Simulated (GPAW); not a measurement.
## 2H-TaSTe monolayer in an electric field

How does 2H-TaSTe monolayer screen a perpendicular field?

Main program and level: GPAW 26.7.0; GPAW, PAW setups; layer in a repeated cell with vacuum, relaxation of atoms and in-plane cell, in the first sound run; inputs show where later runs differ.

Report form: the programs' logs are mostly left out.

**1. The starting structure**

The cell holds 3 atoms: 1 Te, 1 Ta and 1 S. Cell: a = 3.657 Å, b = 3.657 Å, c = 21.548 Å, α = 90.0°, β = 90.0°, γ = 120.0°. Vacuum lies along c.

**2. Relaxing the atoms**

Forces are removed first; all later runs use this geometry.

File run.py:

```python
import json
import numpy as np
from ase import Atoms
from ase.filters import FrechetCellFilter
from ase.optimize import BFGS
from gpaw import GPAW, PW

slab = Atoms(
    ['Te', 'Ta', 'S'],
    positions=[
        [-0.00000, 2.11152, 9.00000],
        [0.00000, 0.00000, 11.03135],
        [-0.00000, 2.11152, 12.54841]],
    cell=[[3.65726, 0.0, 0.0], [-1.82863, 3.16728, 0.0], [0.0, 0.0, 21.5484]],
    pbc=[True, True, True])

slab.calc = GPAW(mode=PW(600), xc='PBE', kpts={'size': (9, 9, 1), 'gamma': True},
                 occupations={'name': 'fermi-dirac', 'width': 0.05}, nbands='160%',
                 convergence={'density': 1e-05}, maxiter=200,
                 symmetry={'tolerance': 1e-3}, txt='slab.txt')
result = {}
# The in-plane cell is free; stress needs a cell that repeats along all three vectors
path = []
opt = BFGS(FrechetCellFilter(slab, mask=[1, 1, 0, 0, 0, 1]), maxstep=0.2)
opt.attach(lambda: path.append((slab.get_potential_energy(), slab.positions.tolist(), slab.get_forces().tolist())))
result['relaxed'] = bool(opt.run(fmax=0.02, steps=45))
result['path'] = path
result['cell'] = slab.cell.tolist()
print('in-plane lattice', slab.cell.cellpar().round(4)[[0, 1, 5]])
energy = slab.get_potential_energy()
fermi = slab.calc.get_fermi_level()
v = slab.calc.get_electrostatic_potential().mean((0, 1)) - fermi
n = slab.calc.get_pseudo_density().mean((0, 1))
L = slab.cell[2, 2]
z = np.arange(len(v)) * L / len(v)
low, high = slab.positions[:, 2].min(), slab.positions[:, 2].max()
below, above = np.interp([low - 6.8, high + 6.8], z, v)
slopes = [np.interp(x, z, np.gradient(v, z)) for x in (low - 6.8, high + 6.8)]
eps = np.array([[slab.calc.get_eigenvalues(k, s) for k in range(len(slab.calc.get_ibz_k_points()))]
                for s in range(slab.calc.get_number_of_spins())]) - fermi
top, bottom = eps[eps < 0].max(), eps[eps > 0].min()
dipole = slab.get_dipole_moment()[2]
print(f'energy {energy:.4f} eV, Fermi level {fermi:.4f} eV, dipole {dipole:.5f} e A')
print(f'potential 6.8 A off the faces, from the Fermi level: lower {below:.4f} eV, upper {above:.4f} eV')
print(f'slope of the potential there: lower {slopes[0]:.5f}, upper {slopes[1]:.5f} eV/A')
print(f'nearest levels on the mesh: {top:.4f} and {bottom:.4f} eV')
print('magnetic moment', round(slab.get_magnetic_moment(), 3))
result.update(energy=energy, fermi=fermi, dipole=dipole, below=below, above=above, slopes=slopes, edges=[top, bottom],
              z=z.tolist(), v=v.tolist(), n=n.tolist(), positions=slab.positions.tolist(),
              forces=slab.get_forces(apply_constraint=False).tolist(), moments=slab.get_magnetic_moments().tolist())
json.dump(result, open('result.json', 'w'))
```

Run with:

```console
$ OMP_NUM_THREADS=1 OPENBLAS_NUM_THREADS=1 python run.py
```

Elapsed: 4.4 min, on 1 thread of Arm Neoverse V2, shared host; peak memory 0.36 GiB.

This step gave:

* dipole along the normal: -0.04831 e·Å
* levels nearest the Fermi level on the mesh: -0.01693, 0.1056 eV from the Fermi level

The electrostatic potential energy of an electron (without an applied field's), less the Fermi level, planar mean by z:

| z (Å) | electrostatic potential energy of an electron (without an applied field's), less the Fermi level, planar mean (eV) |
| --- | --- |
| 0 | 5.13 |
| 1 | 5.09 |
| 2 | 5.06 |
| 3 | 5.02 |
| 4 | 4.98 |
| 5 | 4.94 |
| 6 | 4.90 |
| 7 | 4.69 |
| 8 | 1.74 |
| 9 | -20.0 |
| 10 | -3.55 |
| 11 | -18.2 |
| 12 | -8.14 |
| 13 | -1.81 |
| 14 | 5.10 |
| 15 | 5.36 |
| 16 | 5.34 |
| 17 | 5.30 |
| 18 | 5.26 |
| 19 | 5.23 |
| 20 | 5.19 |
| 21 | 5.15 |

The pseudo valence density, planar mean by z:

z (Å), pseudo valence density, planar mean (e/Å³) and a bar:
```
      5.0       0.00 
      5.5       0.00 
      6.0       0.00 
      6.5       0.00 
      7.0       0.01 
      7.5       0.03 #
      8.0       0.13 ####
      8.5       0.29 ########
      9.0       0.13 ####
      9.5       0.33 #########
     10.0       0.33 #########
     10.5       0.49 ##############
     11.0       1.07 ##############################
     11.5       0.64 ##################
     12.0       0.46 #############
     12.5       0.35 ##########
     13.0       0.28 ########
     13.5       0.09 ##
     14.0       0.02 #
     14.5       0.00 
     15.0       0.00 
     15.5       0.00 
     16.0       0.00
```

The relaxation lowered the energy of the cell by 0.339 eV (energies extrapolated to zero smearing; the optimiser's log prints free energies). The largest force left on a free atom is 0.0091 eV/Å.

**3. Plane waves, PBE**

With the geometry fixed, the planar mean of the potential gives the vacuum level on each side.

This step: GPAW, PAW setups; slab in vacuum (GPAW 26.7.0).

The cell differs from the one that the last finished run ended in (c 21.548 → 21.365 Å).

run.py: that of step 2 with these lines changed.

```diff
@@ -3,4 +3,2 @@
 from ase import Atoms
-from ase.filters import FrechetCellFilter
-from ase.optimize import BFGS
 from gpaw import GPAW, PW
@@ -10,21 +8,14 @@
     positions=[
-        [-0.00000, 2.11152, 9.00000],
-        [0.00000, 0.00000, 11.03135],
-        [-0.00000, 2.11152, 12.54841]],
-    cell=[[3.65726, 0.0, 0.0], [-1.82863, 3.16728, 0.0], [0.0, 0.0, 21.5484]],
-    pbc=[True, True, True])
+        [0.00000, 2.03407, 9.00000],
+        [-0.00000, 0.00000, 10.94632],
+        [0.00000, 2.03407, 12.36513]],
+    cell=[[3.52312, 0.0, 0.0], [-1.76156, 3.05111, 0.0], [0.0, 0.0, 21.3651]],
+    pbc=[True, True, False])
 
-slab.calc = GPAW(mode=PW(600), xc='PBE', kpts={'size': (9, 9, 1), 'gamma': True},
+slab.calc = GPAW(mode=PW(400), xc='PBE', kpts={'size': (9, 9, 1), 'gamma': True},
                  occupations={'name': 'fermi-dirac', 'width': 0.05}, nbands='160%',
                  convergence={'density': 1e-05}, maxiter=200,
+                 poissonsolver={'dipolelayer': 'xy'},
                  symmetry={'tolerance': 1e-3}, txt='slab.txt')
 result = {}
-# The in-plane cell is free; stress needs a cell that repeats along all three vectors
-path = []
-opt = BFGS(FrechetCellFilter(slab, mask=[1, 1, 0, 0, 0, 1]), maxstep=0.2)
-opt.attach(lambda: path.append((slab.get_potential_energy(), slab.positions.tolist(), slab.get_forces().tolist())))
-result['relaxed'] = bool(opt.run(fmax=0.02, steps=45))
-result['path'] = path
-result['cell'] = slab.cell.tolist()
-print('in-plane lattice', slab.cell.cellpar().round(4)[[0, 1, 5]])
 energy = slab.get_potential_energy()
```

Run time: 24 s. Hardware: 1 thread; peak memory 0.22 GiB.

Numbers from this step:

```
dipole along the normal                    : -0.03590 e·Å
levels nearest the Fermi level on the mesh : -0.01693, 0.1049 eV from the Fermi level
upper work function                        : 5.437 eV
lower work function                        : 4.838 eV
```

Table of electrostatic potential energy of an electron (without an applied field's), less the Fermi level, planar mean by z:

z (Å), electrostatic potential energy of an electron (without an applied field's), less the Fermi level, planar mean (eV) and a bar from the least value:
```
      0.0        5.1 ##############################
      0.5        4.8 #############################
      1.0        4.8 #############################
      1.5        4.8 #############################
      2.0        4.8 #############################
      2.5        4.8 #############################
      3.0        4.8 #############################
      3.5        4.8 #############################
      4.0        4.8 #############################
      4.5        4.8 #############################
      5.0        4.8 #############################
      5.5        4.8 #############################
      6.0        4.8 #############################
      6.5        4.8 #############################
      7.0        4.6 #############################
      7.5        3.8 ############################
      8.0        0.9 #########################
      8.5       -9.1 #############
      9.0      -20.6 
      9.5       -9.8 ############
     10.0       -3.6 ####################
     10.5      -11.0 ###########
     11.0      -18.2 ###
     11.5       -9.5 #############
     12.0       -9.5 #############
     12.5      -13.2 ########
     13.0       -0.2 ########################
     13.5        4.3 #############################
     14.0        5.2 ##############################
     14.5        5.4 ##############################
     15.0        5.4 ##############################
     15.5        5.4 ##############################
     16.0        5.4 ##############################
     16.5        5.4 ##############################
     17.0        5.4 ##############################
     17.5        5.4 ##############################
     18.0        5.4 ##############################
     18.5        5.4 ##############################
     19.0        5.4 ##############################
     19.5        5.4 ##############################
     20.0        5.4 ##############################
     20.5        5.4 ##############################
     21.0        5.4 ##############################
```

Table of pseudo valence density, planar mean by z:

| z (Å) | pseudo valence density, planar mean (e/Å³) |
| --- | --- |
| 0.00 | 0 |
| 0.64 | 0 |
| 1.07 | 0 |
| 1.71 | 0 |
| 2.35 | 0 |
| 2.78 | 0 |
| 3.42 | 0 |
| 4.06 | 2.7e-6 |
| 4.49 | 8.6e-6 |
| 5.13 | 5.2e-5 |
| 5.77 | 3.2e-4 |
| 6.20 | 0.00108 |
| 6.84 | 0.00668 |
| 7.48 | 0.0405 |
| 7.91 | 0.122 |
| 8.55 | 0.296 |
| 9.19 | 0.188 |
| 9.61 | 0.366 |
| 10.26 | 0.375 |
| 10.90 | 1.08 |
| 11.54 | 0.532 |
| 11.96 | 0.460 |
| 12.61 | 0.355 |
| 13.25 | 0.136 |
| 13.67 | 0.0381 |
| 14.31 | 0.00483 |
| 14.96 | 6.1e-4 |
| 15.38 | 1.6e-4 |
| 16.02 | 2.2e-5 |
| 16.66 | 2.0e-6 |
| 17.09 | 0 |
| 17.73 | 0 |
| 18.37 | 0 |
| 18.80 | 0 |
| 19.44 | 0 |
| 20.08 | 0 |
| 20.51 | 0 |
| 21.15 | 0 |

The potential is flat to 5.8e-5 eV/Å where it is read, so the vacuum is wide enough.

**4. Field on**

A uniform field along the normal polarises the slab; the atoms stay fixed, so this is the electronic response alone.

run.py: that of step 3 with these lines changed.

```diff
@@ -4,2 +4,3 @@
 from gpaw import GPAW, PW
+from gpaw.external import ConstantElectricField
 
@@ -18,2 +19,3 @@
                  poissonsolver={'dipolelayer': 'xy'},
+                 external=ConstantElectricField(-0.2, [0, 0, 1]),
                  symmetry={'tolerance': 1e-3}, txt='slab.txt')
```

The job ended after 90 s (1 thread; peak memory 0.3 GiB).

Numbers from this step:

```yaml
dipole_along_the_normal: -0.1023 e·Å
levels_nearest_the_fermi_level_on_the_mesh: -0.01694, 0.1089 eV from the Fermi level
potential_below_the_slab_the_applied_field_s_own_ramp_left_out: 4.244 eV from the Fermi level
potential_above_the_slab_the_applied_field_s_own_ramp_left_out: 5.966 eV from the Fermi level
```

The electrostatic potential energy of an electron (without an applied field's), less the Fermi level, planar mean by z:

z (Å), electrostatic potential energy of an electron (without an applied field's), less the Fermi level, planar mean (eV) and a bar from the least value:
```
        0        5.1 #############################
        1        4.2 ############################
        2        4.2 ############################
        3        4.2 ############################
        4        4.2 ############################
        5        4.2 ############################
        6        4.2 ############################
        7        4.0 ############################
        8        0.4 ########################
        9      -20.9 
       10       -3.7 ###################
       11      -18.2 ###
       12       -9.3 #############
       13        0.3 ########################
       14        5.7 ##############################
       15        6.0 ##############################
       16        6.0 ##############################
       17        6.0 ##############################
       18        6.0 ##############################
       19        6.0 ##############################
       20        6.0 ##############################
       21        5.9 ##############################
```

The dipole is now -0.102 e Å, against -0.036 in the run without a field.

**5. Field on**

run.py: that of step 4 with these lines changed.

```diff
@@ -19,3 +19,3 @@
                  poissonsolver={'dipolelayer': 'xy'},
-                 external=ConstantElectricField(-0.2, [0, 0, 1]),
+                 external=ConstantElectricField(-0.1, [0, 0, 1]),
                  symmetry={'tolerance': 1e-3}, txt='slab.txt')
```

It took 89 s on 1 thread; peak memory 0.3 GiB.

This step gave:

```
dipole along the normal                                         : -0.06898 e·Å
levels nearest the Fermi level on the mesh                      : -0.01695, 0.1069 eV from the Fermi level
potential below the slab, the applied field's own ramp left out : 4.540 eV from the Fermi level
potential above the slab, the applied field's own ramp left out : 5.701 eV from the Fermi level
```

The electrostatic potential energy of an electron (without an applied field's), less the Fermi level, planar mean by z:

| z (Å) | electrostatic potential energy of an electron (without an applied field's), less the Fermi level, planar mean (eV) |
| --- | --- |
| 0.0 | 5.12 |
| 0.5 | 4.54 |
| 1.0 | 4.54 |
| 1.5 | 4.54 |
| 2.0 | 4.54 |
| 2.5 | 4.54 |
| 3.0 | 4.54 |
| 3.5 | 4.54 |
| 4.0 | 4.54 |
| 4.5 | 4.54 |
| 5.0 | 4.54 |
| 5.5 | 4.54 |
| 6.0 | 4.53 |
| 6.5 | 4.49 |
| 7.0 | 4.31 |
| 7.5 | 3.57 |
| 8.0 | 0.624 |
| 8.5 | -9.30 |
| 9.0 | -20.7 |
| 9.5 | -9.93 |
| 10.0 | -3.65 |
| 10.5 | -11.0 |
| 11.0 | -18.2 |
| 11.5 | -9.43 |
| 12.0 | -9.42 |
| 12.5 | -13.0 |
| 13.0 | 0.0410 |
| 13.5 | 4.50 |
| 14.0 | 5.46 |
| 14.5 | 5.65 |
| 15.0 | 5.69 |
| 15.5 | 5.70 |
| 16.0 | 5.70 |
| 16.5 | 5.70 |
| 17.0 | 5.70 |
| 17.5 | 5.70 |
| 18.0 | 5.70 |
| 18.5 | 5.70 |
| 19.0 | 5.70 |
| 19.5 | 5.70 |
| 20.0 | 5.70 |
| 20.5 | 5.70 |
| 21.0 | 5.64 |

The dipole is now -0.0690 e Å, against -0.036 in the run without a field.

**6. In a field**

run.py: that of step 5 with these lines changed.

```diff
@@ -19,3 +19,3 @@
                  poissonsolver={'dipolelayer': 'xy'},
-                 external=ConstantElectricField(-0.1, [0, 0, 1]),
+                 external=ConstantElectricField(-0.05, [0, 0, 1]),
                  symmetry={'tolerance': 1e-3}, txt='slab.txt')
```

Run time: 85 s. Hardware: 1 thread; peak memory 0.31 GiB.

Table of electrostatic potential energy of an electron (without an applied field's), less the Fermi level, planar mean by z:

z (Å), electrostatic potential energy of an electron (without an applied field's), less the Fermi level, planar mean (eV) and a bar from the least value:
```
      0.0        5.1 #############################
      0.5        4.7 #############################
      1.0        4.7 #############################
      1.5        4.7 #############################
      2.0        4.7 #############################
      2.5        4.7 #############################
      3.0        4.7 #############################
      3.5        4.7 #############################
      4.0        4.7 #############################
      4.5        4.7 #############################
      5.0        4.7 #############################
      5.5        4.7 #############################
      6.0        4.7 #############################
      6.5        4.6 #############################
      7.0        4.5 #############################
      7.5        3.7 ############################
      8.0        0.7 ########################
      8.5       -9.2 #############
      9.0      -20.7 
      9.5       -9.9 ############
     10.0       -3.6 ###################
     10.5      -11.0 ###########
     11.0      -18.2 ###
     11.5       -9.5 #############
     12.0       -9.5 #############
     12.5      -13.1 #########
     13.0       -0.1 ########################
     13.5        4.4 #############################
     14.0        5.3 ##############################
     14.5        5.5 ##############################
     15.0        5.6 ##############################
     15.5        5.6 ##############################
     16.0        5.6 ##############################
     16.5        5.6 ##############################
     17.0        5.6 ##############################
     17.5        5.6 ##############################
     18.0        5.6 ##############################
     18.5        5.6 ##############################
     19.0        5.6 ##############################
     19.5        5.6 ##############################
     20.0        5.6 ##############################
     20.5        5.6 ##############################
     21.0        5.5 ##############################
```

**7. In a field**

run.py: that of step 6 with these lines changed.

```diff
@@ -19,3 +19,3 @@
                  poissonsolver={'dipolelayer': 'xy'},
-                 external=ConstantElectricField(-0.05, [0, 0, 1]),
+                 external=ConstantElectricField(0.05, [0, 0, 1]),
                  symmetry={'tolerance': 1e-3}, txt='slab.txt')
```

It took 86 s on 1 thread; peak memory 0.31 GiB.

Table of electrostatic potential energy of an electron (without an applied field's), less the Fermi level, planar mean by z:

z (Å), electrostatic potential energy of an electron (without an applied field's), less the Fermi level, planar mean (eV) and a bar from the least value:
```
        0        5.1 ##############################
        1        5.0 ##############################
        2        5.0 ##############################
        3        5.0 ##############################
        4        5.0 ##############################
        5        5.0 ##############################
        6        5.0 ##############################
        7        4.7 #############################
        8        1.0 #########################
        9      -20.5 
       10       -3.6 ####################
       11      -18.3 ###
       12       -9.6 #############
       13       -0.3 ########################
       14        5.1 ##############################
       15        5.3 ##############################
       16        5.3 ##############################
       17        5.3 ##############################
       18        5.3 ##############################
       19        5.3 ##############################
       20        5.3 ##############################
       21        5.3 ##############################
```

(Part 1 of 2 ends here.)

[Logs are printed without paths, hosts, clocks, repeated set-up lines and the standing remarks that a program may print on its own settings, such as how far it seeks lower states.]

[Hosts, paths, dates, database ids (printed as entryN), source tags and the programs' standing remarks are cut or masked in the printed files.]
